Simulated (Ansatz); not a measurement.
**3-layer 1T-HfS2 (AB) in a perpendicular field**

Wanted: the out-of-plane response of the 3-layer 1T-HfS2 (AB). A positive field points along +c.

Main program and level: Ansatz 0.2.0; plane-wave DFT, PBE-D3(BJ), Ansatz PAW.

### Step 1. The structure

The cell holds 9 atoms: 6 S and 3 Hf. Its edges and angles: a = 3.640 Å, b = 3.640 Å, c = 62.236 Å, α = 90.0°, β = 90.0°, γ = 120.0°. Regions: layer 1: 1T-HfS2, 3 atoms (2 S and 1 Hf); layer 2: 1T-HfS2, 3 atoms (2 S and 1 Hf); layer 3: 1T-HfS2, 3 atoms (2 S and 1 Hf). Vacuum lies along c.

### Step 2. Relaxing the slab

The starting cell is a guess, so the in-plane lattice and the atoms are relaxed first, with the slab cut off from its images along the normal.

input.yaml

```yaml
crystal:
  lattice:
    - [3.64, 0.0, 0.0]
    - [-1.82, 3.1523324698, 0.0]
    - [0.0, 0.0, 62.2364775752]
  atoms:
    - { symbol: S, position: [0.6666666667, 0.3333333333, 0.3743785141] }
    - { symbol: Hf, position: [0.0, 0.0, 0.4001845954] }
    - { symbol: S, position: [0.3333333333, 0.6666666667, 0.4259906766] }
    - { symbol: S, position: [0.0, 0.0, 0.4741939188] }
    - { symbol: Hf, position: [0.3333333333, 0.6666666667, 0.5] }
    - { symbol: S, position: [0.6666666667, 0.3333333333, 0.5258060812] }
    - { symbol: S, position: [0.6666666667, 0.3333333333, 0.5740093234] }
    - { symbol: Hf, position: [0.0, 0.0, 0.5998154046] }
    - { symbol: S, position: [0.3333333333, 0.6666666667, 0.6256214859] }
  periodic: [true, true, false]
kpoints:
  mp_grid: { grid: [12, 12, 1] }
hamiltonian:
  xc: pbe
  dispersion: d3bj
scf:
  occupations: { method: fermi_dirac, width: 0.05 }
  convergence: { dr2_threshold: 1.0e-09 }
relax:
  f_tol: 0.004
  max_steps: 90
  cell: {}
output:
  write_potential: true
  write_density: true
  volumetric_format: npy
```

Run with:

```sh
ansatz run input.yaml --threads 4 --pin off --max-ram 8192MiB --backend cpu --events-out ev --progress --plain --runs-dir out
```

Numbers of over 12 decimals in the logs are rounded to 6 here.

Output:

```text
Warning: relax.cell: scf.convergence.dr2_threshold = 1e-9 eV is looser than the 1.36938574477e-10 eV advised for a relaxation that steers and ends on the stress (1e-10 eV for each atom of the cell: 9, times the square of relax.cell.stress_2d_tol = 0.05 N/m over 25.6 Å (the atoms' height at the walk's start and 5 Å past either face), 1.950e-2 GPa, over a crystal's default 0.05). What an SCF threshold leaves in a stress goes as its square root, and in the free energy as the threshold itself, and one threshold admits the most on a small cell: [figures from the program's tests cut] Set scf.convergence.dr2_threshold to 1.36938574477e-10 eV or tighter. [rest of the remark cut]
Engine: ansatz 0.2.0, aarch64-unknown-linux-gnu
Pseudopotentials: kind: paw
Pseudopotential: S, paw, valence charge 6, recommended cutoff 420 eV (normal), S.paw.azcp
Pseudopotential: Hf, paw, valence charge 26, recommended cutoff 420 eV (normal), Hf.paw.azcp
Functional definition: PBE
  parameter kappa = 0.804
  parameter beta = 0.066725
  exchange = pbe_x(kappa = kappa, mu = beta*pi^2/3)
  correlation = pbe_c(beta = beta)
Crystal: 9 atoms, lattice volume = 714.132 Å³
Basis set: ecut = 420 eV, 13755 PW (Γ), exchange–correlation on 50×50×864 points (8 copies of the dense FFT grid, shifted against one another)
Bands: 69, of which v1, the nominal top of the filled ones, is band 57 counted from 1 (56 counted from 0)
Symmetry: 6 space group operations
Space group: P3m1 (ITA 156), of the structure as read, at distance tolerance 8.9e-5 Å
k-points: 19 of 144 (time reversal used)
Non-local potential: S, projectors of the file, l = 0: 2, l = 1: 2, l = 2: 2
Non-local potential: Hf, projectors of the file, l = 0: 3, l = 1: 2, l = 2: 2, l = 3: 3
PAW form: soft (Blöchl's): semilocal exchange-correlation on the pseudo side does not see the compensation charge
PAW one-centre angular grid: S, 110 points (default); XC on 64 Gauss nodes
PAW one-centre angular grid: Hf, 590 points (default); XC on 64 Gauss nodes
Initial density: superposition of atomic densities (neutral atoms: chi_scale 0, normalization atom), corrected by the library's trained network
Initial wavefunctions: pseudopotential atomic-orbital guess
Functional: x = pbe(κ = 0.804, μ = 0.219515), c = pbe(β = 0.066725)
SCF iter   1: F=—  HF=-52592.125794 eV  |F-HF|=—  |Δ(HF+E_count)|=         —  Δρ=8.39e-4  dr2=5.56e-3  ethr=1.77e-3  ⟨swp⟩=9.9  Hψ=7049  notcnv=0  defer=13
preconditioner: auto → Resta (q_TF=auto, 2.009 Å⁻¹)  ε∞=2.3  [insulator: Δε(μ)=0.630 eV  Ē_g=11.516 eV  σ=0.050 eV  W_gap=1.00  n_scr=68 (ndim 8)  ℏωp=13.2 eV  f_vac=0.697  D(μ)=0.00/eV (n_scr^D=0)  ε∞_Penn≈2.3  vacuum switching on, ρ_ref=9.6e-3 e/Å³]
SCF iter   2: F=—  HF=-52592.126662 eV  |F-HF|=—  |Δ(HF+E_count)|=   8.68e-4  Δρ=4.99e-4  dr2=1.55e-3  ethr=4.88e-6  ⟨swp⟩=4.0  Hψ=4258  notcnv=0  defer=50
SCF iter   3: F=—  HF=-52592.127485 eV  |F-HF|=—  |Δ(HF+E_count)|=   8.23e-4  Δρ=2.62e-4  dr2=1.82e-3  ethr=1.36e-6  ⟨swp⟩=3.3  Hψ=2393  notcnv=0  defer=50
SCF iter   4: F=—  HF=-52592.127717 eV  |F-HF|=—  |Δ(HF+E_count)|=   2.32e-4  Δρ=1.23e-4  dr2=7.46e-4  ethr=1.36e-6  ⟨swp⟩=2.5  Hψ=1633  notcnv=0  defer=50
SCF iter   5: F=—  HF=-52592.127747 eV  |F-HF|=—  |Δ(HF+E_count)|=   3.06e-5  Δρ=4.30e-5  dr2=1.94e-5  ethr=6.55e-7  ⟨swp⟩=2.8  Hψ=1883  notcnv=0  defer=50
SCF iter   6: F=—  HF=-52592.127936 eV  |F-HF|=—  |Δ(HF+E_count)|=   1.89e-4  Δρ=1.95e-5  dr2=8.91e-6  ethr=1.70e-8  ⟨swp⟩=3.2  Hψ=2612  notcnv=0  defer=50
SCF iter   7: F=—  HF=-52592.128223 eV  |F-HF|=—  |Δ(HF+E_count)|=   2.87e-4  Δρ=1.11e-5  dr2=1.36e-6  ethr=7.82e-9  ⟨swp⟩=2.7  Hψ=1935  notcnv=0  defer=50
SCF iter   8: F=—  HF=-52592.128225 eV  |F-HF|=—  |Δ(HF+E_count)|=   1.45e-6  Δρ=4.44e-6  dr2=1.90e-7  ethr=1.19e-9  ⟨swp⟩=2.7  Hψ=2314  notcnv=0  defer=50
SCF iter   9: F=—  HF=-52592.128225 eV  |F-HF|=—  |Δ(HF+E_count)|=   4.05e-7  Δρ=2.26e-6  dr2=3.09e-7  ethr=1.67e-10  ⟨swp⟩=3.1  Hψ=2694  notcnv=0  defer=50
SCF iter  10: F=—  HF=-52592.128225 eV  |F-HF|=—  |Δ(HF+E_count)|=   2.80e-9  Δρ=5.83e-7  dr2=3.35e-9  ethr=1.67e-10  ⟨swp⟩=2.5  Hψ=1731  notcnv=0  defer=50
SCF iter  11: F=-52592.128225 eV  HF=-52592.128225 eV  |F-HF|=6.58e-9  |Δ(HF+E_count)|=  3.13e-10  Δρ=3.90e-7  dr2=9.65e-10  ethr=1.00e-12  ⟨swp⟩=12.0  Hψ=11319  notcnv=0
SCF 1 converged in 11 iterations: F = -52592.128225 eV  dr2 = 9.65e-10
  greatest PAW one-centre occupation: 0.999 electrons in one spin orbital (limit 2), on the Hf atom at site 1 (counted from 0), in its partial waves of l = 0
relax step   1: F+E_penalty+E_count = -52592.12822528 eV  Δ(F+E_penalty+E_count) = +0.000e0 eV  max|allowed force component| = 2.049e0 eV/Å  Δτ_max = 0.0000 Å  P = -12.669 N/m  Ω = 714.132 Å³  fix = [c, alpha, beta]  reactions: c -0.000 N/m  (11 SCF iters, accepted)
Crystal: 9 atoms, lattice volume = 703.142 Å³
Basis set: ecut = 420 eV, 13587 PW (Γ), exchange–correlation on 50×50×864 points (8 copies of the dense FFT grid, shifted against one another)
Initial density: handed on by an earlier stage of this run
Initial wavefunctions: those handed on with the density
iter 1 solved again at ethr=7.15e-4 eV; its pass at ethr=3.10e-3 eV (dr2=8.15e-1 eV) is discarded
SCF iter   1: F=—  HF=-52593.237084 eV  |F-HF|=—  |Δ(HF+E_count)|=         —  Δρ=5.99e-3  dr2=9.52e-1  ethr=7.15e-4  ⟨swp⟩=3.3  Hψ=7959  notcnv=0  defer=1
eigensolver tolerance schedule calibrated: the retry pair's looser diagonalisation under-reported the residual by θ = 0.14 (0.23/decade); ethr = c·dr2/N_el runs at the constant in force after the calibration composes with the one it found (an armed cap, an earlier calibration), c = 2.0e-2
preconditioner: auto → Resta (q_TF=auto, 2.015 Å⁻¹)  ε∞=2.3  [insulator: Δε(μ)=1.016 eV  Ē_g=11.757 eV  σ=0.050 eV  W_gap=1.00  n_scr=56 (ndim 8)  ℏωp=13.3 eV  f_vac=0.706  D(μ)=0.00/eV (n_scr^D=0)  ε∞_Penn≈2.3  vacuum switching on, ρ_ref=1.0e-2 e/Å³]
SCF iter   2: F=—  HF=-52593.044872 eV  |F-HF|=—  |Δ(HF+E_count)|=   1.92e-1  Δρ=2.62e-3  dr2=8.87e-2  ethr=1.65e-4  ⟨swp⟩=6.6  Hψ=4086  notcnv=0  defer=1
SCF iter   3: F=—  HF=-52593.023026 eV  |F-HF|=—  |Δ(HF+E_count)|=   2.18e-2  Δρ=1.13e-3  dr2=1.14e-2  ethr=1.54e-5  ⟨swp⟩=3.4  Hψ=3497  notcnv=0  defer=42
SCF iter   4: F=—  HF=-52593.021719 eV  |F-HF|=—  |Δ(HF+E_count)|=   1.31e-3  Δρ=5.11e-4  dr2=5.72e-3  ethr=1.98e-6  ⟨swp⟩=3.4  Hψ=3178  notcnv=0  defer=46
SCF iter   5: F=—  HF=-52593.021122 eV  |F-HF|=—  |Δ(HF+E_count)|=   5.98e-4  Δρ=2.10e-4  dr2=8.85e-4  ethr=9.91e-7  ⟨swp⟩=3.5  Hψ=2882  notcnv=0  defer=46
[...]
SCF iter  11: F=—  HF=-52593.080179 eV  |F-HF|=—  |Δ(HF+E_count)|=   5.53e-9  Δρ=1.10e-6  dr2=2.34e-8  ethr=7.46e-11  ⟨swp⟩=3.2  Hψ=2464  notcnv=0  defer=52
SCF iter  12: F=—  HF=-52593.080179 eV  |F-HF|=—  |Δ(HF+E_count)|=   2.12e-9  Δρ=5.34e-7  dr2=2.28e-9  ethr=2.05e-11  ⟨swp⟩=2.7  Hψ=2169  notcnv=0  defer=52
SCF iter  13: F=-52593.080179 eV  HF=-52593.080179 eV  |F-HF|=8.59e-10  |Δ(HF+E_count)|=   2.06e-9  Δρ=1.98e-7  dr2=3.91e-10  ethr=1.00e-12  ⟨swp⟩=11.2  Hψ=10680  notcnv=0
SCF 3 converged in 13 iterations: F = -52593.080179 eV  dr2 = 3.91e-10
relax step   3: F+E_penalty+E_count = -52593.08017857 eV  Δ(F+E_penalty+E_count) = -5.862e-2 eV  max|allowed force component| = 1.108e-1 eV/Å  Δτ_max = 0.1933 Å  P = -0.971 N/m  Ω = 705.475 Å³  energy of the carried Pulay correction = +3.047e-4 eV  fix = [c, alpha, beta]  reactions: c -0.000 N/m  (13 SCF iters, accepted)
[...]
relax step   4: F+E_penalty+E_count = -52593.08493656 eV  Δ(F+E_penalty+E_count) = -4.758e-3 eV  max|allowed force component| = 1.265e-2 eV/Å  Δτ_max = 0.0645 Å  P = -0.216 N/m  Ω = 704.316 Å³  energy of the carried Pulay correction = +3.458e-4 eV  fix = [c, alpha, beta]  reactions: c -0.000 N/m  (11 SCF iters, accepted)
[...]
relax step   5: F+E_penalty+E_count = -52593.08561216 eV  Δ(F+E_penalty+E_count) = -6.756e-4 eV  max|allowed force component| = 1.911e-2 eV/Å  Δτ_max = 0.0511 Å  P = -0.024 N/m  Ω = 703.410 Å³  energy of the carried Pulay correction = +3.780e-4 eV  fix = [c, alpha, beta]  reactions: c -0.000 N/m  (12 SCF iters, accepted)
[...]
relax step   6: F+E_penalty+E_count = -52593.08565095 eV  Δ(F+E_penalty+E_count) = -3.879e-5 eV  max|allowed force component| = 5.096e-3 eV/Å  Δτ_max = 0.0105 Å  P = +0.026 N/m  Ω = 703.392 Å³  energy of the carried Pulay correction = +3.786e-4 eV  fix = [c, alpha, beta]  reactions: c +0.000 N/m  (10 SCF iters, accepted)
[...]
relax step   7: F+E_penalty+E_count = -52593.08567175 eV  Δ(F+E_penalty+E_count) = -2.079e-5 eV  max|allowed force component| = 3.712e-4 eV/Å  Δτ_max = 0.0038 Å  P = +0.000 N/m  Ω = 703.429 Å³  energy of the carried Pulay correction = +3.773e-4 eV  fix = [c, alpha, beta]  reactions: c +0.000 N/m  (9 SCF iters, accepted)
Initial wavefunctions: pseudopotential atomic-orbital guess (no wavefunctions were taken with the density)
iter 1 solved again at ethr=1.17e-7 eV; its pass at ethr=3.10e-3 eV (dr2=1.33e-4 eV) is discarded
SCF iter   1: F=—  HF=-52593.084715 eV  |F-HF|=—  |Δ(HF+E_count)|=         —  Δρ=7.49e-6  dr2=6.93e-8  ethr=1.17e-7  ⟨swp⟩=6.5  Hψ=14663  notcnv=0
SCF iter   2: F=—  HF=-52593.085246 eV  |F-HF|=—  |Δ(HF+E_count)|=   5.31e-4  Δρ=4.88e-6  dr2=7.49e-8  ethr=6.08e-11  ⟨swp⟩=4.9  Hψ=4947  notcnv=0
SCF iter   3: F=—  HF=-52593.085246 eV  |F-HF|=—  |Δ(HF+E_count)|=   6.22e-9  Δρ=2.47e-6  dr2=1.47e-8  ethr=6.08e-11  ⟨swp⟩=2.3  Hψ=2485  notcnv=0
SCF iter   4: F=—  HF=-52593.085246 eV  |F-HF|=—  |Δ(HF+E_count)|=   1.23e-8  Δρ=1.06e-6  dr2=2.01e-8  ethr=1.29e-11  ⟨swp⟩=3.3  Hψ=2938  notcnv=0
SCF iter   5: F=-52593.085246 eV  HF=-52593.085246 eV  |F-HF|=1.43e-9  |Δ(HF+E_count)|=    0.00e0  Δρ=3.65e-7  dr2=8.83e-10  ethr=1.00e-12  ⟨swp⟩=16.8  Hψ=12795  notcnv=0
SCF 8 converged in 5 iterations: F = -52593.085246 eV  dr2 = 8.83e-10
relax step   8: F+E_penalty+E_count = -52593.08524624 eV  Δ(F+E_penalty+E_count) = +4.255e-4 eV  max|allowed force component| = 4.472e-4 eV/Å  Δτ_max = 0.0000 Å  P = +0.005 N/m  Ω = 703.429 Å³  fix = [c, alpha, beta]  reactions: c +0.000 N/m  stress off target by 4.54e-3 N/m on what of the cell is left free  SCF on the basis re-selected at this cell (its energy is not comparable with the rows above)  (5 SCF iters)
basis re-selected at this cell: Δ(F+E_penalty+E_count) = +4.255e-4 eV, ΔP = +0.004 N/m vs the last step (what re-selecting the basis moved, of the pressure what is left beyond the Pulay correction that the steps carried, after the strain that the cell walked since its last selection, with what the two solves' SCF thresholds leave and, on support functions, any second-order correction that the steps lacked; it is no m [...]
WARN: The output density's exchange-correlation potential varies sharply where the density is thin. Do not read a vacuum level from v_tot or v_xc, or from such a field of the output density. On a cell that repeats whose density bears no net charge and no dipole along the vacuum's axis use v_es (v_loc + v_h of the components); under efield.dipole_correction with no amplitude use v_es + v_field, which holds any externa [...]
SCF converged after 5 iterations
Free energy (F): -52593.085246 eV
Harris-Foulkes:  -52593.085246 eV  (|F-HF|=1.43e-9)
Internal energy: -52593.085243 eV  (E = F + TS)
E sigma→0 (E₀):  -52593.085245 eV
Entropy (-TS):   -0.000003 eV (-0.000 meV/atom)
Fermi energy:    -5.812469 eV
--- Per-component energies (eV) ---
  E_band       = -2369.672100
  E_kinetic    = 1903.904172
  E_local      = -1033799.161831  (includes V_loc(G=0)·N_el)
  E_nonlocal   = -3560.403674
  E_hartree    = 515081.766738
  E_xc         = -1482.566108
  E_vxc        = -1322.679098  (∫ρ·V_xc dr)
  E_paw        = -24382.410197  (= ΣΔE_a)
  E_vpaw       = 4245.129365  (= ΣTr[D̂ρ^β])
  E_aug_tail   = 0.000005  (compensation charges beyond the density's cutoff)
  E_ewald      = 493648.362025
  E_disp       = -2.576373  (pairwise vdW)
  E_smearing   = -0.000003  (= −TS)
  E_closure    = -0.000000  (closes the sum)
  Σ components = -52593.085246   (vs F -52593.085246, Δ=0.00e0)
--- Forces (eV/Å), atoms counted from 1 ---
  atom   1  S      0.00000000    -0.00000000    -0.00038610
  atom   2  Hf     0.00000000     0.00000000    -0.00026993
  atom   3  S     -0.00000000     0.00000000    -0.00018990
  atom   4  S      0.00000000    -0.00000000     0.00027884
  atom   5  Hf     0.00000000    -0.00000000     0.00034439
  atom   6  S      0.00000000     0.00000000     0.00044803
  atom   7  S      0.00000000    -0.00000000    -0.00016051
  atom   8  Hf     0.00000000    -0.00000000    -0.00008206
  atom   9  S      0.00000000     0.00000000     0.00002489
  max |Σ_I F_I| component: 7.66e-6 eV/Å
--- 2D stress c σ (N/m, compression-positive) ---
        0.004537       0.000000      -0.000000
        0.000000       0.004537      -0.000000
       -0.000000      -0.000000       0.000000
  P = ½ c Tr σ = 0.0045 N/m
--- Band table (eV; the first three rows and the last of 19) ---
  k-point 0: bands = [... 53 lower, -6.3508, -6.3508, -6.3116, -6.3116, -4.3009, -4.3009, -4.2882, -4.2882, ... 8 higher]
  k-point 1: bands = [... 53 lower, -6.6163, -6.5549, -6.5195, -6.5133, -4.2895, -4.2644, -4.2418, -4.0539, ... 8 higher]
  k-point 2: bands = [... 53 lower, -6.9408, -6.8961, -6.8313, -6.4576, -4.4950, -4.4320, -4.3674, -3.5380, ... 8 higher]
  k-point 18: bands = [... 53 lower, -8.1859, -7.9404, -7.9308, -7.8437, -3.5397, -3.5234, -3.5136, -2.8986, ... 8 higher]
  the weakly bound empty levels are not read free of the cell's end (no_gap_told)
--- Relaxed structure (7 steps of the walk, 7 accepted, 1 SCFs on fresh bases) ---
  F+E_penalty+E_count = -52593.08524624 eV   max|allowed force component| = 4.472e-4 eV/Å   (the final SCF, on the basis selected at the relaxed cell)
  cell:  # Å, volume = 703.4294 Å³
    - [3.612621, -1.0132191461678808e-18, 0]
    - [-1.806311, 3.128622, 0]
    - [0, 0, 62.2364775752]
  atoms:
    - { symbol: S, position: [0.666667, 0.333333, 0.379347] }
    - { symbol: Hf, position: [-1.631395924210433e-18, 0, 0.402763] }
    - { symbol: S, position: [0.333333, 0.666667, 0.426121] }
    - { symbol: S, position: [-2.1644553438695792e-19, 0, 0.474536] }
    - { symbol: Hf, position: [0.333333, 0.666667, 0.497891] }
    - { symbol: S, position: [0.666667, 0.333333, 0.521234] }
    - { symbol: S, position: [0.666667, 0.333333, 0.575991] }
    - { symbol: Hf, position: [2.9725466770337296e-19, 0, 0.599346] }
    - { symbol: S, position: [0.333333, 0.666667, 0.622772] }
```

Elapsed: 4.5 min, on 4 threads of Arm Neoverse V1, shared host; peak memory 1.8 GiB.

Step by step:

```
step  energy less that of the first step (eV)  largest force component (eV/Å)  volume (Å³)
   1                                   0.0000                          2.0494       714.13
   2                                  -0.8933                          0.5173       703.14
   3                                  -0.9520                          0.1108       705.47
   4                                  -0.9567                          0.0127       704.32
   5                                  -0.9574                          0.0191       703.41
   6                                  -0.9574                          0.0051       703.39
   7                                  -0.9574                          0.0004       703.43
  8*                                  -0.9570                          0.0004       703.43
```

Relaxation steps marked * repeat the geometry before them on a plane-wave basis chosen anew for their cell, so energy and pressure can jump there.

The run keeps the 6 symmetry operations that it works with, so distortions that break them were not tested.

```
cell as run  before  after  change
      a (Å)   3.640  3.613  -0.8 %
      b (Å)   3.640  3.613  -0.8 %
```

The atoms that moved most (Å, along periodic axes as changes of fractional coordinates times the final cell, across vacuum about the mean position):

```
atom     dx     dy      dz  length
  S1  0.000  0.000   0.309   0.309
  S6  0.000  0.000  -0.285   0.285
  S9  0.000  0.000  -0.177   0.177
 Hf2  0.000  0.000   0.160   0.160
 Hf5  0.000  0.000  -0.131   0.131
  S7  0.000  0.000   0.123   0.123
 Hf8  0.000  0.000  -0.029   0.029
  S4  0.000  0.000   0.021   0.021
```

Final coordinates:

```cif
data_structure
_symmetry_space_group_name_H-M 'P 1'
_symmetry_Int_Tables_number 1
_cell_length_a 3.6126
_cell_length_b 3.6126
_cell_length_c 62.2365
_cell_angle_alpha 90.000
_cell_angle_beta 90.000
_cell_angle_gamma 120.000
_cell_volume 703.43
loop_
_atom_site_label
_atom_site_type_symbol
_atom_site_fract_x
_atom_site_fract_y
_atom_site_fract_z
_atom_site_occupancy
S1 S 0.66667 0.33333 0.37935 1
Hf2 Hf 0.00000 0.00000 0.40276 1
S3 S 0.33333 0.66667 0.42612 1
S4 S 0.00000 0.00000 0.47454 1
Hf5 Hf 0.33333 0.66667 0.49789 1
S6 S 0.66667 0.33333 0.52123 1
S7 S 0.66667 0.33333 0.57599 1
Hf8 Hf 0.00000 0.00000 0.59935 1
S9 S 0.33333 0.66667 0.62277 1
```

The lattice constant a goes from 3.640 to 3.613 Å.

(Continued in part 2 of 3.)

[Logs are printed without paths, hosts, clocks, repeated set-up lines and the standing remarks that a program may print on its own settings, such as how far it seeks lower states.]

[Hosts, paths, dates, database ids (printed as entryN), source tags and the programs' standing remarks are cut or masked in the printed files.]

[Maps of the electrostatic potential energy from Ansatz leave out the sawtooth potential of an applied field or a dipole correction, so their vacuum need not be flat; planar profiles and work functions include it.]
